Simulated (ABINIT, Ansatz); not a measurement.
# La2O3 (P-3m1): G0W0 on several meshes in ABINIT

Wanted: mesh dependence and cost of G0W0 for La2O3 (P-3m1).

Program: ABINIT 10.8.3. Level of theory: PBE and many-body steps on it, plane waves. Results are calculated unless marked as measured.

**1. The starting structure**

Symmetry: P-3m1, No. 164, trigonal system. Conventional cell: a = 3.931 Å, b = 3.931 Å, c = 6.112 Å, α = 90.00°, β = 90.00°, γ = 120.00°. Nearest to La lie 7 O at 2.36 to 2.72 Å. O has 4 La at 2.36 to 2.44 Å nearest. Nearest to O lie 6 La at 2.72 Å. Farther neighbours and most contacts between anions are not listed.

The cell and positions are those that the Materials Project relaxed with its own functionals (PBE, PBE+U or r2SCAN), kept fixed. Spin-orbit coupling is left out unless a step names it.

**2. Empty states on the mesh, 3×3×2 mesh, 471 bands**

This step: ABINIT 10.8.3; DFT, PBE, plane waves, norm-conserving pseudopotentials.

The sums over transitions need many empty states on a uniform mesh; this step solves for them.

run.abi

```
acell 3*1.0 Angstrom
rprim 
  3.930777878010 -0.000000000002 0.000000000000
  -1.965388939003 3.404153498992 0.000000000000
  0.000000000000 0.000000000000 6.111953520000
ntypat 2
znucl 57 8
natom 5
typat 1 1 2 2 2
xred 
  0.666666666667 0.333333333333 0.753764320000
  0.333333333333 0.666666666667 0.246235680000
  0.666666666667 0.333333333333 0.354109350000
  0.333333333333 0.666666666667 0.645890650000
  -0.000000000000 -0.000000000000 0.000000000000
pp_dirpath "pseudos"
pseudos "La.upf, O.upf"
ecut 50
ngkpt 3 3 2
nshiftk 1
shiftk 0 0 0
kptopt 1
chksymbreak 0
iscf -2
irdden 1
istwfk *1
nband 471
nbdbuf 42
tolwfr 1e-09
nstep 60
prtvol 0
indata_prefix "in"
outdata_prefix "out"
tmpdata_prefix "tmp"
```

Command:

```console
OMP_NUM_THREADS=1 mpirun -n 6 abinit run.abi > log
```

Numbers of over 12 decimals in the logs are rounded to 6 here.

Log:

```text
.Version 10.8.3 of ABINIT. v10.8.2 released Aug 2026.

 Symmetries : space group P-3 m 1 (#164); Bravais hP (primitive hexag.)
[... echo of the input left out ...]
== DATASET  1 ==================================================================
-   mpi_nproc: 6, omp_nthreads: 1 (-1 if OMP is not activated)

--- !DatasetInfo
iteration_state: {dtset: 1, }
dimensions: {natom: 5, nkpt: 6, mband: 471, nsppol: 1, nspinor: 1, nspden: 1, mpw: 9367, }
cutoff_energies: {ecut:  50.0, pawecutdg:  -1.0, }
[...]
6.13694    6.16686    6.16686    6.18255    6.18255    6.19925    6.22132    6.22603
   6.22604    6.24099    6.25413    6.25414    6.26841    6.26867    6.26901    6.27797
   6.27884    6.30481    6.30567    6.33906    6.34152    6.34284    6.35523
 prteigrs : prtvol=0 or 1, do not print more k-points.

== END DATASET(S) ==============================================================
================================================================================

 -outvars: echo values of variables after computation  --------
            nband         471
             nkpt           6
          spgroup         164
 [... the other variables as echoed above ...]

 Calculation completed.
```

It took 4 min on 6 MPI ranks of AMD EPYC 9R45, shared host; peak memory 1 GiB; 24 min of CPU time.

This step gave:

```yaml
gap: 3.940 eV
k_of_the_valence_top: 0.3333, 0, 0.5
k_of_the_conduction_bottom: 0.3333, 0.3333, 0
least_direct_gap: 3.982 eV
k_points_computed: 6
lowest_point_of_the_top_converged_band_above_the_valence_top: 154.9610 eV
```

On this mesh the gap is 3.940 eV.

The density comes from a self-consistent run that is not shown.

**3. Screening, 3×3×2 mesh, 186 bands, screening to 176.9 eV**

The RPA dielectric matrix is built and inverted for each q.

This step: RPA screening on PBE, plane waves, norm-conserving pseudopotentials.

Edit run.abi of step 2 so:

```diff
@@ -23,10 +23,11 @@
 chksymbreak 0
-iscf -2
-irdden 1
 istwfk *1
-nband 471
-nbdbuf 42
-tolwfr 1e-09
-nstep 60
-prtvol 0
+occopt 1
+irdwfk 1
+optdriver 3
+nband 186
+ecuteps 6.5
+inclvkb 2
+awtr 1
+symchi 1
 indata_prefix "in"
```

Command:

```console
OMP_NUM_THREADS=1 mpirun -n 8 abinit run.abi > log
```

Log:

```text
.Version 10.8.3 of ABINIT. v10.8.2 released Aug 2026.

 Symmetries : space group P-3 m 1 (#164); Bravais hP (primitive hexag.)
[... echo of the input left out ...]
== DATASET  1 ==================================================================
-   mpi_nproc: 8, omp_nthreads: 1 (-1 if OMP is not activated)

--- !DatasetInfo
iteration_state: {dtset: 1, }
dimensions: {natom: 5, nkpt: 6, mband: 186, nsppol: 1, nspinor: 1, nspden: 1, mpw: 9367, }
cutoff_energies: {ecut:  50.0, pawecutdg:  -1.0, }
electrons: {nelect:   4.00000000E+01, charge:   0.00000000E+00, occopt:   1.00000000E+00, tsmear:   1.00000000E-02, }

 SCREENING: Calculation of the susceptibility and dielectric matrices

 Based on a program developped by R.W. Godby, V. Olevano, G. Onida, and L. Reining.
 Incorporated in ABINIT by V. Olevano, G.-M. Rignanese, and M. Torrent.
.Using double precision arithmetic ; gwpc =  8

[... cell and pseudopotentials left out ...]
--------------------------------------------------------------------------------

 ==== K-mesh for the wavefunctions ====
 Number of points in the irreducible wedge :     6
[... list of points left out ...]
 Together with 12 symmetry operations and time-reversal symmetry
 yields    18 points in the full Brillouin Zone.

 ==== Q-mesh for the screening function ====
 Number of points in the irreducible wedge :     6
[... list of points left out ...]
 Together with 12 symmetry operations and time-reversal symmetry
 yields    18 points in the full Brillouin Zone.

 setmesh: FFT mesh size selected  =    27x   27x   50
          total number of points  =        36450

 vcoul_init : cutoff-mode = AUXILIARY_FUNCTION
 q-points for optical limit:   1
     1)      0.000010    0.000020    0.000030

- screening: taking advantage of time-reversal symmetry
- Maximum band index for partially occupied states nbvw = 20
- Remaining bands to be divided among processors   nbcw = 166
- Number of bands treated by each node ~20

 Number of electrons calculated from density =   40.0000; Expected =   40.0000
 average of density, n =  0.072476
 r_s =    1.4879
 omega_plasma =   25.9689 [eV]

 calculating chi0 at frequencies [eV] :
  1    0.000000E+00    0.000000E+00
  2    0.000000E+00    2.596889E+01

--------------------------------------------------------------------------------
  q-point number  1        q = ( 0.000000, 0.000000, 0.000000) [r.l.u.]
--------------------------------------------------------------------------------
[... chi0 elements left out ...]
 For q-point:  0.000010 0.000020 0.000030
  dielectric constant =   4.5577
  dielectric constant without local fields =   4.9539

  Average fulfillment of the sum rule on Im[epsilon] for q-point    1 :     77.05  [%]
[... wings left out ...]
  q-point number  2        q = ( 0.333333, 0.000000, 0.000000) [r.l.u.]
--------------------------------------------------------------------------------
[... chi0 elements left out ...]
  Average fulfillment of the sum rule on Im[epsilon] for q-point    2 :     81.95  [%]

 [... 4 further q-points ...]
```

It took 19 s on 8 MPI ranks; peak memory 2.6 GiB; 2.5 min of CPU time.

This step gave:

```yaml
eps_infinity_with_local_fields_on_this_mesh_along_the_program_s_q_direction: 4.558
the_same_without_local_fields: 4.954
plasma_frequency: 25.97 eV
plane_waves_in_the_screening_matrix: 439
```

Local fields lower ε∞ by 8 %. On a Γ-centred mesh this coarse the value itself is usually too large, while a short band sum pulls it down.

**4. 3×3×2**

The self-energy is evaluated for the states that the input lists, and the levels follow from it, in one-shot runs by the linearised quasiparticle equation.

This step: G0W0 on PBE, plane waves, norm-conserving pseudopotentials.

Edit run.abi of step 3 so:

```diff
@@ -26,8 +26,19 @@
 irdwfk 1
-optdriver 3
+optdriver 4
 nband 186
+gwcalctyp 0
+ecutsigx 50
+symsigma 1
+nkptgw 3
+kptgw 
+  0.3333333333 0.0000000000 0.5000000000
+  0.3333333333 0.3333333333 0.0000000000
+  0.0000000000 0.0000000000 0.0000000000
+bdgw 
+  19 22
+  19 23
+  18 23
 ecuteps 6.5
-inclvkb 2
-awtr 1
-symchi 1
+irdscr 1
+ppmodel 1
 indata_prefix "in"
```

Log:

```text
.Version 10.8.3 of ABINIT. v10.8.2 released Aug 2026.

 Symmetries : space group P-3 m 1 (#164); Bravais hP (primitive hexag.)
[... echo of the input left out ...]
== DATASET  1 ==================================================================
-   mpi_nproc: 8, omp_nthreads: 1 (-1 if OMP is not activated)

--- !DatasetInfo
iteration_state: {dtset: 1, }
dimensions: {natom: 5, nkpt: 6, mband: 186, nsppol: 1, nspinor: 1, nspden: 1, mpw: 9367, }
cutoff_energies: {ecut:  50.0, pawecutdg:  -1.0, }
electrons: {nelect:   4.00000000E+01, charge:   0.00000000E+00, occopt:   1.00000000E+00, tsmear:   1.00000000E-02, }

 SIGMA: Calculation of the GW corrections

 Based on a program developped by R.W. Godby, V. Olevano, G. Onida, and L. Reining.
 Incorporated in ABINIT by V. Olevano, G.-M. Rignanese, and M. Torrent.
.Using double precision arithmetic ; gwpc =  8

[... cell and pseudopotentials left out ...]
--------------------------------------------------------------------------------

 ==== K-mesh for the wavefunctions ====
 Number of points in the irreducible wedge :     6
[... list of points left out ...]
 Together with 12 symmetry operations and time-reversal symmetry
 yields    18 points in the full Brillouin Zone.

 ==== Q-mesh for screening function ====
 Number of points in the irreducible wedge :     6
[... list of points left out ...]
 Together with 12 symmetry operations and time-reversal symmetry
 yields    18 points in the full Brillouin Zone.

 vcoul_init : cutoff-mode = AUXILIARY_FUNCTION
 q-points for optical limit:   1
     1)      0.000010    0.000020    0.000030
 setmesh: FFT mesh size selected  =    45x   45x   75
          total number of points  =       151875

 Number of electrons calculated from density =   40.0000; Expected =   40.0000
 average of density, n =  0.072476
 r_s =    1.4879
 omega_plasma =   25.9689 [eV]

 === KS Band Gaps ===
  >>>> For spin  1
   Minimum direct gap =   3.9821 [eV], located at k-point      :   0.3333  0.3333  0.0000
   Fundamental gap    =   3.9403 [eV], Top of valence bands at :   0.3333  0.0000  0.5000
                                       Bottom of conduction at :   0.3333  0.3333  0.0000
 SIGMA fundamental parameters:
 PLASMON POLE MODEL  1
 number of plane-waves for SigmaX                 9367
 number of plane-waves for SigmaC and W            439
 number of plane-waves for wavefunctions          9367
 number of bands                                   186
 number of independent spin polarizations            1
 number of spinorial components                      1
 number of k-points in IBZ                           6
 number of q-points in IBZ                           6
 number of symmetry operations                      12
 number of k-points in BZ                           18
 number of q-points in BZ                           18
 number of frequencies for dSigma/dE                 9
 frequency step for dSigma/dE [eV]                0.25
 number of omega for Sigma on real axis              0
 max omega for Sigma on real axis  [eV]           0.00
 zcut for avoiding poles [eV]                     0.10

 EPSILON^-1 parameters (SCR file):
 dimension of the eps^-1 matrix on file            439
 dimension of the eps^-1 matrix used               439
 number of plane-waves for wavefunctions          9367
 number of bands                                   186
 number of q-points in IBZ                           6
 number of frequencies                               2
 number of real frequencies                          1
 number of imag frequencies                          1

 matrix elements of self-energy operator (all in [eV])

 Perturbative Calculation

--- !SelfEnergy_ee
iteration_state: {dtset: 1, }
kpoint     : [   0.333,    0.000,    0.500, ]
spin       : 1
KS_gap     :    4.466
QP_gap     :    6.867
Delta_QP_KS:    2.402
data: !SigmaeeData |
     Band     E0 <VxcDFT>   SigX SigC(E0)      Z dSigC/dE  Sig(E)    E-E0       E
       19   5.682 -18.475 -23.105   4.350   0.770  -0.299 -18.691  -0.215   5.467
       20   5.935 -18.990 -23.520   4.301   0.771  -0.297 -19.166  -0.177   5.758
       21  10.400 -13.777  -5.562  -5.454   0.806  -0.241 -11.552   2.225  12.625
       22  10.762 -13.694  -5.101  -5.674   0.804  -0.244 -11.346   2.348  13.110

--- !SelfEnergy_ee
iteration_state: {dtset: 1, }
kpoint     : [   0.333,    0.333,    0.000, ]
spin       : 1
KS_gap     :    3.982
QP_gap     :    5.144
Delta_QP_KS:    1.162
data: !SigmaeeData |
     Band     E0 <VxcDFT>   SigX SigC(E0)      Z dSigC/dE  Sig(E)    E-E0       E
       19   5.221 -17.724 -22.695   4.471   0.768  -0.301 -18.108  -0.383   4.838
       20   5.893 -19.229 -23.698   4.217   0.777  -0.287 -19.424  -0.195   5.698
[...]
--- !SelfEnergy_ee
iteration_state: {dtset: 1, }
kpoint     : [   0.000,    0.000,    0.000, ]
spin       : 1
KS_gap     :    4.412
QP_gap     :    6.510
Delta_QP_KS:    2.097
data: !SigmaeeData |
     Band     E0 <VxcDFT>   SigX SigC(E0)      Z dSigC/dE  Sig(E)    E-E0       E
[...]
21  10.301 -11.820  -3.888  -5.531   0.817  -0.225  -9.859   1.960  12.262
       22  10.583 -12.686  -4.857  -5.539   0.813  -0.230 -10.825   1.862  12.444
       23  10.583 -12.686  -4.857  -5.539   0.813  -0.230 -10.825   1.862  12.444

== END DATASET(S) ==============================================================
================================================================================

 -outvars: echo values of variables after computation  --------
           etotal      0.0000000000E+00
            nband         186
             nkpt           6
          spgroup         164
 [... the other variables as echoed above ...]

 Calculation completed.
```

Elapsed: 18 s, on 8 MPI ranks; peak memory 2.3 GiB; 2.4 min of CPU time.

This step gave:

| Quantity | Value |
| --- | --- |
| G0W0 gap on the points computed | 5.084 eV |
| starting gap on the mesh | 3.940 eV |
| k of the valence top | 0.3333, 0, 0.5 |
| k of the conduction bottom | 0.3333, 0.3333, 0 |
| Z at the valence top | 0.771 |
| Z at the conduction bottom | 0.827 |
| least direct G0W0 gap on the computed points | 5.144 eV |

The gap on the mesh goes from 3.94 eV to 5.08 eV, a correction of +1.14 eV.

**5. Empty states on the mesh, 6×6×4 mesh, 204 bands**

This step: DFT, PBE, plane waves, norm-conserving pseudopotentials.

Edit run.abi of step 4 so:

```diff
@@ -18,3 +18,3 @@
 ecut 50
-ngkpt 3 3 2
+ngkpt 6 6 4
 nshiftk 1
@@ -23,22 +23,10 @@
 chksymbreak 0
+iscf -2
+irdden 1
 istwfk *1
-occopt 1
-irdwfk 1
-optdriver 4
-nband 186
-gwcalctyp 0
-ecutsigx 50
-symsigma 1
-nkptgw 3
-kptgw 
-  0.3333333333 0.0000000000 0.5000000000
-  0.3333333333 0.3333333333 0.0000000000
-  0.0000000000 0.0000000000 0.0000000000
-bdgw 
-  19 22
-  19 23
-  18 23
-ecuteps 6.5
-irdscr 1
-ppmodel 1
+nband 204
+nbdbuf 18
+tolwfr 1e-09
+nstep 60
+prtvol 0
 indata_prefix "in"
```

Log:

```text
.Version 10.8.3 of ABINIT. v10.8.2 released Aug 2026.

 Symmetries : space group P-3 m 1 (#164); Bravais hP (primitive hexag.)
[... echo of the input left out ...]
== DATASET  1 ==================================================================
-   mpi_nproc: 8, omp_nthreads: 1 (-1 if OMP is not activated)

--- !DatasetInfo
iteration_state: {dtset: 1, }
dimensions: {natom: 5, nkpt: 24, mband: 204, nsppol: 1, nspinor: 1, nspden: 1, mpw: 9367, }
cutoff_energies: {ecut:  50.0, pawecutdg:  -1.0, }
[...]
3.21026    3.21487    3.21487    3.21656    3.25732    3.25785    3.27916    3.27916
   3.28043    3.29109    3.31462    3.32678    3.33143    3.33153    3.34574    3.34580
   3.35331    3.35358    3.36929    3.40374
 prteigrs : prtvol=0 or 1, do not print more k-points.

== END DATASET(S) ==============================================================
================================================================================

 -outvars: echo values of variables after computation  --------
            nband         204
             nkpt          24
          spgroup         164
 [... the other variables as echoed above ...]

 Calculation completed.
```

It took 2.5 min on 8 MPI ranks; peak memory 1.6 GiB.

Numbers from this step:

* gap: 3.849 eV
* k of the valence top: 0.5, 0, 0.5
* k of the conduction bottom: 0.5, 0, 0
* least direct gap: 3.982 eV
* k points computed: 24
* lowest point of the top converged band, above the valence top: 78.7729 eV

On this mesh the gap is 3.849 eV.

[end of part 1 of 2]

[Paths, hosts, dates, memory and timing lines, banners, echoed tables and standing remarks are left out of the program output.]

[Logs are printed without paths, hosts, clocks, repeated set-up lines and the standing remarks that a program may print on its own settings, such as how far it seeks lower states.]

[Runs of the session that timed out or met a known fault of the program may be left out.]

[Hosts, paths, dates, database ids (printed as entryN), source tags and the programs' standing remarks are cut or masked in the printed files.]

[G0W0 gaps are taken among the corrected bands and points alone; a level outside them can change the order at an edge.]

[Where Ansatz stands beside ABINIT at settings called matched, ABINIT's density can come from a denser mesh and the files from another edition; pairs whose starting gaps differed by over 0.03 eV were left out, so agreement reads better than it is.]
